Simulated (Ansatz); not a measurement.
**Convergence of a linear-scaling basis for amorphous carbon (96 atoms)**

Wanted: errors and times of a linear-scaling basis for amorphous carbon (96 atoms). A setting counts as converged where the r.m.s. difference of forces stays under 1 % of the r.m.s. force.

Program: Ansatz 0.2.0. Level of theory: Kohn-Sham DFT, PBE, PAW (set soft_2), plane waves. Values are calculated unless marked as measured.

**1. Starting point**

The cell holds 96 atoms: 96 C. Its edges and angles: a = 8.925 Å, b = 8.925 Å, c = 8.925 Å, α = 90.0°, β = 90.0°, γ = 90.0°. 96 atoms (96 C) placed at random at 2.69 g/cm³, melted at 6000 K for 10 ps at fixed volume with the Tersoff potential (Tersoff, Phys. Rev. B 39, 5566 (1989)). Quenched from 6000 K to 700 K at 200 K/ps and fixed volume, held 5 ps.

Before any run, some limits are plain. The quench rate of 200 K/ps is many orders above laboratory rates, so the cell is likely richer in defects and strain than a real sample. The network of bonds at the start is that of the classical potential that made the cell, and needn't be the one that DFT or experiment would give.

**2. Plane-wave single point**

The first run fixes the reference, at a cutoff of 420 eV.

input.yaml reads:

```yaml
crystal:
  lattice:
    - [8.9253, 0.0, 0.0]
    - [0.0, 8.9253, 0.0]
    - [0.0, 0.0, 8.9253]
  atoms:
    - { symbol: C, position: [0.87398, 0.3101, 0.10376] }
    - { symbol: C, position: [0.7579, 0.4926, 0.34466] }
    - { symbol: C, position: [0.64953, 0.62249, 0.77169] }
    - { symbol: C, position: [0.59474, 0.59645, 0.06643] }
    - { symbol: C, position: [0.4484, 0.24132, 0.28208] }
    - { symbol: C, position: [0.11631, 0.32117, 0.80967] }
    - { symbol: C, position: [0.28972, 0.25558, 0.06824] }
    - { symbol: C, position: [0.16343, 0.1666, 0.13288] }
    - { symbol: C, position: [0.51676, 0.87422, 0.74664] }
    - { symbol: C, position: [0.1322, 0.66146, 0.47508] }
    - { symbol: C, position: [0.72161, 0.20127, 0.3446] }
    - { symbol: C, position: [0.3419, 0.06165, 0.86079] }
    - { symbol: C, position: [0.16038, 0.79747, 0.57755] }
    - { symbol: C, position: [0.94814, 0.65769, 0.7618] }
    - { symbol: C, position: [0.65683, 0.84846, 0.39678] }
    - { symbol: C, position: [0.5701, 0.94537, 0.99034] }
    - { symbol: C, position: [0.46241, 0.45442, 0.85332] }
    - { symbol: C, position: [0.81267, 0.78203, 0.01649] }
    - { symbol: C, position: [0.52241, 0.28095, 0.88666] }
    - { symbol: C, position: [0.57518, 0.24815, 0.59378] }
    - { symbol: C, position: [0.00365, 0.52565, 0.68217] }
    - { symbol: C, position: [0.24316, 0.91592, 0.18798] }
    - { symbol: C, position: [0.95493, 0.31912, 0.82291] }
    - { symbol: C, position: [0.38361, 0.19337, 0.94234] }
    - { symbol: C, position: [0.17425, 0.22631, 0.68202] }
    - { symbol: C, position: [0.16808, 0.24108, 0.39887] }
    - { symbol: C, position: [0.87483, 0.9307, 0.36142] }
    - { symbol: C, position: [0.52626, 0.34292, 0.1716] }
    - { symbol: C, position: [0.85324, 0.98842, 0.20999] }
    - { symbol: C, position: [0.7516, 0.21387, 0.0712] }
    - { symbol: C, position: [0.39224, 0.55075, 0.41576] }
    - { symbol: C, position: [0.87509, 0.72899, 0.50343] }
    - { symbol: C, position: [0.66263, 0.58375, 0.45261] }
    - { symbol: C, position: [0.72673, 0.72616, 0.45651] }
    - { symbol: C, position: [0.3011, 0.11626, 0.70555] }
    - { symbol: C, position: [0.88553, 0.01786, 0.49878] }
    - { symbol: C, position: [0.80828, 0.59893, 0.22742] }
    - { symbol: C, position: [0.98858, 0.68221, 0.40852] }
    - { symbol: C, position: [0.73048, 0.0973, 0.18577] }
    - { symbol: C, position: [0.94447, 0.30762, 0.24389] }
    - { symbol: C, position: [0.49379, 0.95486, 0.60233] }
    - { symbol: C, position: [0.3379, 0.51691, 0.13823] }
    - { symbol: C, position: [0.07231, 0.59259, 0.16334] }
    - { symbol: C, position: [0.60968, 0.27726, 0.04376] }
    - { symbol: C, position: [0.20449, 0.43221, 0.89018] }
    - { symbol: C, position: [0.6185, 0.14653, 0.46562] }
    - { symbol: C, position: [0.50322, 0.50797, 0.18394] }
    - { symbol: C, position: [0.26334, 0.68957, 0.83044] }
    - { symbol: C, position: [0.42352, 0.92103, 0.89042] }
    - { symbol: C, position: [0.84011, 0.33502, 0.38685] }
    - { symbol: C, position: [0.92116, 0.39285, 0.6837] }
    - { symbol: C, position: [0.76348, 0.00636, 0.61119] }
    - { symbol: C, position: [0.14623, 0.93864, 0.50604] }
    - { symbol: C, position: [0.57345, 0.55685, 0.8975] }
    - { symbol: C, position: [0.78883, 0.87159, 0.69972] }
    - { symbol: C, position: [0.31316, 0.50961, 0.79102] }
    - { symbol: C, position: [0.12772, 0.538, 0.59] }
    - { symbol: C, position: [0.15633, 0.00959, 0.10219] }
    - { symbol: C, position: [0.52667, 0.56731, 0.34045] }
    - { symbol: C, position: [0.93785, 0.39475, 0.97178] }
    - { symbol: C, position: [0.33563, 0.78241, 0.94934] }
    - { symbol: C, position: [0.91967, 0.66426, 0.92224] }
    - { symbol: C, position: [0.23592, 0.62654, 0.19424] }
    - { symbol: C, position: [0.7645, 0.12504, 0.73083] }
    - { symbol: C, position: [0.33895, 0.98335, 0.30017] }
    - { symbol: C, position: [0.6324, 0.84666, 0.23608] }
    - { symbol: C, position: [0.0214, 0.0541, 0.73626] }
    - { symbol: C, position: [0.9409, 0.30906, 0.54106] }
    - { symbol: C, position: [0.69044, 0.85576, 0.92626] }
    - { symbol: C, position: [0.32856, 0.29292, 0.40226] }
    - { symbol: C, position: [0.37628, 0.42985, 0.52656] }
    - { symbol: C, position: [0.70564, 0.70781, 0.13437] }
    - { symbol: C, position: [0.90456, 0.90722, 0.07509] }
    - { symbol: C, position: [0.36996, 0.04168, 0.5748] }
    - { symbol: C, position: [0.07646, 0.93759, 0.82972] }
    - { symbol: C, position: [0.258, 0.63356, 0.36111] }
    - { symbol: C, position: [0.15374, 0.78438, 0.74722] }
    - { symbol: C, position: [0.26273, 0.40661, 0.04413] }
    [... 12 atom lines left out ...]
    - { symbol: C, position: [0.90375, 0.77294, 0.66175] }
    - { symbol: C, position: [0.03014, 0.05209, 0.5583] }
    - { symbol: C, position: [0.08386, 0.21298, 0.53302] }
    - { symbol: C, position: [0.27934, 0.77888, 0.11148] }
    - { symbol: C, position: [0.53065, 0.39819, 0.57234] }
    - { symbol: C, position: [0.62565, 0.98109, 0.50974] }
kpoints:
  mp_grid: { grid: [2, 2, 2] }
hamiltonian:
  xc: pbe
scf:
  occupations: { method: gaussian, width: 0.05 }
output:
  forces: true
  stress: true
  populations: true
  dos:
    method: { smearing: { sigma: 0.15 } }
    de: 0.1
    projected: { site_lists: { C: [C] } }
  eigenvalues: true
  write_density: true
  write_potential: true
  volumetric_format: npy
  elf: true
```

Run with:

```
$ ansatz run input.yaml --threads 4 --pin off --max-ram 8192MiB --backend cpu --events-out ev --progress --plain --runs-dir out
```

Standard output:

```text
Engine: ansatz 0.2.0, aarch64-unknown-linux-gnu
Pseudopotentials: kind: paw
Pseudopotential: C, paw, valence charge 4, recommended cutoff 420 eV (normal), C.paw.azcp
[... 5 lines on functional and potentials left out ...]
Crystal: 96 atoms, lattice volume = 710.998 Å³
Basis set: ecut = 420 eV, 13949 PW (Γ), exchange–correlation on 120×120×120 points (8 copies of the dense FFT grid, shifted against one another)
Bands: 288, of which v1, the nominal top of the filled ones, is band 192 counted from 1 (191 counted from 0)
Symmetry: 1 space group operations
Space group: P1 (ITA 1), of the structure as read, at distance tolerance 8.9e-5 Å
k-points: 8
[... 3 lines on functional and potentials left out ...]
Initial density: superposition of atomic densities (neutral atoms: chi_scale 0, normalization atom), corrected by the library's trained network
Initial wavefunctions: pseudopotential atomic-orbital guess
Functional: x = pbe(κ = 0.804, μ = 0.219515), c = pbe(β = 0.066725)
SCF iter   1: F=—  HF=-23987.372117 eV  |F-HF|=—  |Δ(HF+E_count)|=         —  Δρ=1.67e-2  dr2=3.55e0  ethr=1.77e-3  ⟨swp⟩=6.0  Hψ=10087  notcnv=0  defer=387
preconditioner: auto → Kerker (q_TF=auto, 2.462 Å⁻¹)  [metal: Δε(μ)=0.034 eV  Ē_g=14.340 eV  σ=0.050 eV  W_gap=0.35  n_scr=178 (ndim 8)  ℏωp=27.3 eV  f_vac=0.006  D(μ)=14.43/eV (n_scr^D=80)]
SCF iter   2: F=—  HF=-23987.078213 eV  |F-HF|=—  |Δ(HF+E_count)|=   2.94e-1  Δρ=8.76e-3  dr2=1.33e0  ethr=9.25e-4  ⟨swp⟩=1.0  Hψ=2656  notcnv=0  defer=472
SCF iter   3: F=—  HF=-23986.920835 eV  |F-HF|=—  |Δ(HF+E_count)|=   1.57e-1  Δρ=2.01e-3  dr2=5.96e-2  ethr=3.46e-4  ⟨swp⟩=2.8  Hψ=2409  notcnv=0  defer=573
SCF iter   4: F=—  HF=-23986.916354 eV  |F-HF|=—  |Δ(HF+E_count)|=   4.48e-3  Δρ=5.17e-4  dr2=7.87e-3  ethr=1.55e-5  ⟨swp⟩=2.6  Hψ=2836  notcnv=0  defer=642
SCF iter   5: F=—  HF=-23986.916086 eV  |F-HF|=—  |Δ(HF+E_count)|=   2.68e-4  Δρ=1.93e-4  dr2=8.86e-4  ethr=2.05e-6  ⟨swp⟩=2.0  Hψ=2024  notcnv=0  defer=642
SCF iter   6: F=—  HF=-23986.916117 eV  |F-HF|=—  |Δ(HF+E_count)|=   3.13e-5  Δρ=6.15e-5  dr2=6.33e-5  ethr=2.31e-7  ⟨swp⟩=2.8  Hψ=3246  notcnv=0  defer=642
SCF iter   7: F=—  HF=-23986.915427 eV  |F-HF|=—  |Δ(HF+E_count)|=   6.90e-4  Δρ=1.96e-5  dr2=9.14e-6  ethr=1.65e-8  ⟨swp⟩=2.9  Hψ=3979  notcnv=0  defer=688
SCF iter   8: F=—  HF=-23986.915428 eV  |F-HF|=—  |Δ(HF+E_count)|=   1.30e-6  Δρ=6.97e-6  dr2=1.27e-6  ethr=2.38e-9  ⟨swp⟩=2.9  Hψ=3120  notcnv=0  defer=688
SCF iter   9: F=—  HF=-23986.915429 eV  |F-HF|=—  |Δ(HF+E_count)|=   1.89e-7  Δρ=2.55e-6  dr2=2.11e-7  ethr=3.32e-10  ⟨swp⟩=2.9  Hψ=3237  notcnv=0  defer=688
SCF iter  10: F=-23986.915429 eV  HF=-23986.915429 eV  |F-HF|=1.17e-8  |Δ(HF+E_count)|=   2.29e-8  Δρ=1.03e-6  dr2=3.20e-8  ethr=2.60e-11  ⟨swp⟩=20.0  Hψ=19234  notcnv=0
SCF 1 converged in 10 iterations: F = -23986.915429 eV  dr2 = 3.20e-8
  greatest PAW one-centre occupation: 0.705 electrons in one spin orbital (limit 2), on the C atom at site 33 (counted from 0), in its partial waves of l = 0
SCF converged after 10 iterations
Free energy (F): -23986.915429 eV
Harris-Foulkes:  -23986.915429 eV  (|F-HF|=1.17e-8)
Internal energy: -23986.889808 eV  (E = F + TS)
E sigma→0 (E₀):  -23986.902618 eV
Entropy (-TS):   -0.025621 eV (-0.267 meV/atom)
Fermi energy:    9.442776 eV
--- Per-component energies (eV) ---
  E_band       = 192.682445
  E_kinetic    = 8613.777315
  E_local      = -10666.637778  (includes V_loc(G=0)·N_el)
  E_nonlocal   = 2593.383329
  E_hartree    = 2974.183073
  E_xc         = -4581.644539
  E_vxc        = -5676.084641  (∫ρ·V_xc dr)
  E_paw        = -9510.546479  (= ΣΔE_a)
  E_vpaw       = -620.119153  (= ΣTr[D̂ρ^β])
  E_aug_tail   = 0.000700  (compensation charges beyond the density's cutoff)
  E_ewald      = -13409.405428
  E_smearing   = -0.025621  (= −TS)
  E_closure    = 0.000000  (closes the sum)
  Σ components = -23986.915429   (vs F -23986.915429, Δ=0.00e0)
--- Forces (eV/Å), atoms counted from 1 ---
  atom   1  C      1.06621337     1.32906228    -4.97682298
  atom   2  C      1.76127152    -0.57245045     0.54314172
  atom   3  C     -1.63028001    -0.77979952    -2.84665668
  atom   4  C     -0.19573143    -0.85087664    -3.63573469
  atom   5  C     -0.70435659     0.50170008    -1.23972238
  atom   6  C      2.88458167    -0.38500797    -1.02340008
  atom   7  C     -0.70430317    -4.61856253    -1.77575110
  atom   8  C      3.09464913     2.75139158    -1.92034614
  atom   9  C     -2.41834108     2.63258417    -3.45645949
  atom  10  C      3.57883116    -0.03252149     0.13491913
  atom  11  C     -0.60778044    -1.21533640     3.04405092
  atom  12  C     -0.07069818     1.87152367    -2.38703849
  atom  13  C     -0.94911194     0.18852757     1.42527326
  atom  14  C     -1.34892702     1.06653770     1.54729081
[...]
atom  95  C     -0.91616415    -0.41761638     2.15590286
  atom  96  C     -0.10245806     1.24479959    -1.09171630
  max |Σ_I F_I| component: 2.21e-5 eV/Å
--- Stress (GPa, compression-positive) ---
        4.995153       3.232877       2.225473
        3.232878       3.736897      -7.984333
        2.225473      -7.984333     -14.181482
  P = ⅓ Tr σ = -1.8165 GPa (-18.165 kbar)
--- Band table (eV; the first three rows and the last of 8) ---
  k-point 0: bands = ["-11.2242", "-10.4675", "-10.2960", "-9.9590", [... 272 levels ...], "18.4720", "18.6120", "18.6456", "18.6663", "18.7348", "18.7560", "18.8030", "18.8529", "18.9513", "19.0431", "19.0979", "19.2123"]
[...]
--- Löwdin populations: 96 sites ---
  site symbol       q [e]
     0      C      3.9673
     1      C      3.9308
     2      C      4.0192
[...]
95      C      3.9437
  spilling = 0.007092 (of n_electrons = 384.000000)
```

It took 68 s on 4 threads of Arm Neoverse V2, shared host; peak memory 4.4 GiB; 4.4 min of CPU time.

The column dr2 measures how far the density is from self-consistency, as an energy; F and HF (Harris–Foulkes) agree once it is small.

The run gave:

* free energy: -23986.9154 eV
* free energy per atom: -249.8637 eV/atom
* SCF cycles: 10
* pressure: -1.816 GPa
* r.m.s. force component: 1.862 eV/Å
* longest force: 7.729 eV/Å
* Fermi energy: 9.443 eV
* levels partly filled by over 2 per cent: 10
* spilling of the projection: 0.007092

The r.m.s. force component of 1.9 eV/Å and the pressure of -1.8 GPa set the scale for the differences below.

**3. Support functions medium**

The cell is solved in localised support functions. The level medium gives here a grid of 48×48×48 points and a radius of 3.16 Å.

This step: Kohn-Sham DFT, PBE, PAW (set soft_2), localised support functions (medium) (Ansatz 0.2.0).

input.yaml, the sections that differ from step 2:

```yaml
scf:
  occupations: { method: gaussian, width: 0.05 }
  eigensolver: { kind: { support_functions: { accuracy: medium } } }
  max_iter: 150
output:
  forces: true
  eigenvalues: true
# crystal, kpoints, hamiltonian: as in step 2
```

Standard output:

```text
Warning: scf.eigensolver.kind.support_functions: disabling space-group detection — the functions' gradient is summed over unrotated k-points, so no spatial operation reduces the k-mesh or symmetrises the density; time reversal is kept, so that k and −k are solved as one point where they differ and the mesh holds both, and exact exchange and, on two spinor components, a DFT+U term hold to it where the run has them: [...]
settings of this run that can trade accuracy for cost: scf.eigensolver.kind.support_functions [...]
[...]
Crystal: 96 atoms, lattice volume = 710.998 Å³
Basis set: ecut = 420 eV, 13949 PW (Γ), exchange–correlation on 128×128×128 points (8 copies of the dense FFT grid, shifted against one another)
Bands: 231, of which v1, the nominal top of the filled ones, is band 192 counted from 1 (191 counted from 0)
Symmetry: 1 space group operations
k-points: 8
[...]
Eigensolver: Support functions (medium, 48×48×48 points, laid for a spacing of at most 0.228497 Å, radius 3.163083 Å, 1 species' potentials softened for the grid, 1 wholly corrected for its errors in the mean over positions, 1 with the egg-box correction, energy correction by stochastic trace)
[...]
SCF iter   1: F=—  HF=-23988.519963 eV  |F-HF|=—  |Δ(HF+E_count)|=         —  Δρ=1.12e-1  dr2=8.71e1  ethr=1.00e-1
[...]
SCF iter  13: F=—  HF=-23987.249300 eV  |F-HF|=—  |Δ(HF+E_count)|=   9.30e-4  Δρ=1.73e-5  dr2=4.93e-6  ethr=5.50e-9  κ⁻¹=8.6e-5(r=7)
SCF iter  14: F=-23987.250085 eV  HF=-23987.250085 eV  |F-HF|=1.15e-7  |Δ(HF+E_count)|=   7.85e-4  Δρ=9.49e-6  dr2=1.03e-6  ethr=1.28e-9
SCF 1 converged in 14 iterations: F = -23987.264144 eV  dr2 = 1.03e-6
[...]
SCF converged after 14 iterations
Stability not checked: this state was not tested for a lower state beside it, because the mixer in use, unlike msr1, does not test its closes by its own steps (another_mixer; see scf.mixing.algorithm and scf.lower_state_search)
Free energy (F): -23987.264144 eV
[...]
Internal energy: -23987.238572 eV  (E = F + TS)
E sigma→0 (E₀):  -23987.251358 eV
Entropy (-TS):   -0.025572 eV (-0.266 meV/atom)
Fermi energy:    9.442135 eV
[...]
Σ components = -23987.264144   (vs F -23987.264144, Δ=0.00e0)
--- Forces (eV/Å), atoms counted from 1 ---
  atom   1  C      1.06608171     1.32876475    -4.97462944
  atom   2  C      1.76183686    -0.57332870     0.54253231
  atom   3  C     -1.63051577    -0.77997044    -2.84682526
  atom   4  C     -0.19648436    -0.85121934    -3.63658210
[...]
atom  96  C     -0.10318009     1.24414661    -1.09158442
  max |Σ_I F_I| component: 1.79e-3 eV/Å
--- Band table (eV; the first three rows and the last of 8) ---
[...]
```

Elapsed: 1.8 min, on 4 threads; peak memory 2.4 GiB.

The program notes that the band table was not solved further than the SCF left it and it switched symmetry off.

Keys that differ from the reference: support_functions.accuracy = "medium" and scf.max_iter = 150.

Forces differ from the reference by 1.1 meV/Å r.m.s., 0.060 % of their size, well within a tolerance of 1 %; the energy by -3.6 meV/atom. It took roughly 1.6 times the reference's time (one timing each, with unlike analyses asked), in 14 cycles against 10.

**4. Support functions low**

The level low is asked for. Here it resolves to the same grid and radius as in the run with support functions medium, so the basis is not new.

This step: Kohn-Sham DFT, PBE, PAW (set soft_2), localised support functions (low) (Ansatz 0.2.0).

input.yaml, the sections that differ from step 3:

```yaml
scf:
  occupations: { method: gaussian, width: 0.05 }
  eigensolver: { kind: { support_functions: { accuracy: low } } }
  max_iter: 150
# crystal, kpoints, hamiltonian, output: as in step 3
```

Standard output:

```text
[...]
Crystal: 96 atoms, lattice volume = 710.998 Å³
Basis set: ecut = 420 eV, 13949 PW (Γ), exchange–correlation on 128×128×128 points (8 copies of the dense FFT grid, shifted against one another)
Bands: 231, of which v1, the nominal top of the filled ones, is band 192 counted from 1 (191 counted from 0)
Symmetry: 1 space group operations
k-points: 8
[...]
Eigensolver: Support functions (low, 48×48×48 points, laid for a spacing of at most 0.228497 Å, radius 3.163083 Å, 1 species' potentials softened for the grid, 1 wholly corrected for its errors in the mean over positions, 1 with the egg-box correction, energy correction by stochastic trace)
[...]
SCF iter   1: F=—  HF=-23988.519963 eV  |F-HF|=—  |Δ(HF+E_count)|=         —  Δρ=1.12e-1  dr2=8.71e1  ethr=1.00e-1
[...]
SCF iter  12: F=—  HF=-23987.248370 eV  |F-HF|=—  |Δ(HF+E_count)|=   1.13e-3  Δρ=3.67e-5  dr2=2.11e-5  ethr=2.12e-8  κ⁻¹=1.3e-4(r=7)
SCF iter  13: F=-23987.249298 eV  HF=-23987.249300 eV  |F-HF|=1.98e-6  |Δ(HF+E_count)|=   9.30e-4  Δρ=1.73e-5  dr2=4.93e-6  ethr=5.50e-9
SCF 1 converged in 13 iterations: F = -23987.264121 eV  dr2 = 4.93e-6
[...]
SCF converged after 13 iterations
[...]
Free energy (F): -23987.264121 eV
[...]
Internal energy: -23987.238545 eV  (E = F + TS)
E sigma→0 (E₀):  -23987.251333 eV
Entropy (-TS):   -0.025577 eV (-0.266 meV/atom)
Fermi energy:    9.442126 eV
[...]
Σ components = -23987.264121   (vs F -23987.264121, Δ=0.00e0)
--- Forces (eV/Å), atoms counted from 1 ---
  atom   1  C      1.06609645     1.32877116    -4.97488956
  atom   2  C      1.76175077    -0.57366331     0.54263018
  atom   3  C     -1.63046099    -0.77991201    -2.84680196
  atom   4  C     -0.19645121    -0.85121272    -3.63658041
[...]
atom  96  C     -0.10320405     1.24424149    -1.09150660
  max |Σ_I F_I| component: 1.76e-3 eV/Å
--- Band table (eV; the first three rows and the last of 8) ---
[...]
```

Run time: 1.7 min. Hardware: 4 threads; peak memory 2.4 GiB; 6.1 min of CPU time.

Keys that differ from the reference: support_functions.accuracy = "low" and scf.max_iter = 150.

Forces differ from the reference by 1.1 meV/Å r.m.s., 0.059 % of their size, well within a tolerance of 1 %; the energy by -3.6 meV/atom. It took roughly 1.5 times the reference's time (one timing each, with unlike analyses asked), in 13 cycles against 10.

[end of part 1 of 3]

[Long decimals in the printed logs are rounded to 6 places.]

[Logs are printed without paths, hosts, clocks, repeated set-up lines and the standing remarks that a program may print on its own settings, such as how far it seeks lower states.]

[Hosts, paths, dates, database ids (printed as entryN), source tags and the programs' standing remarks are cut or masked in the printed files.]
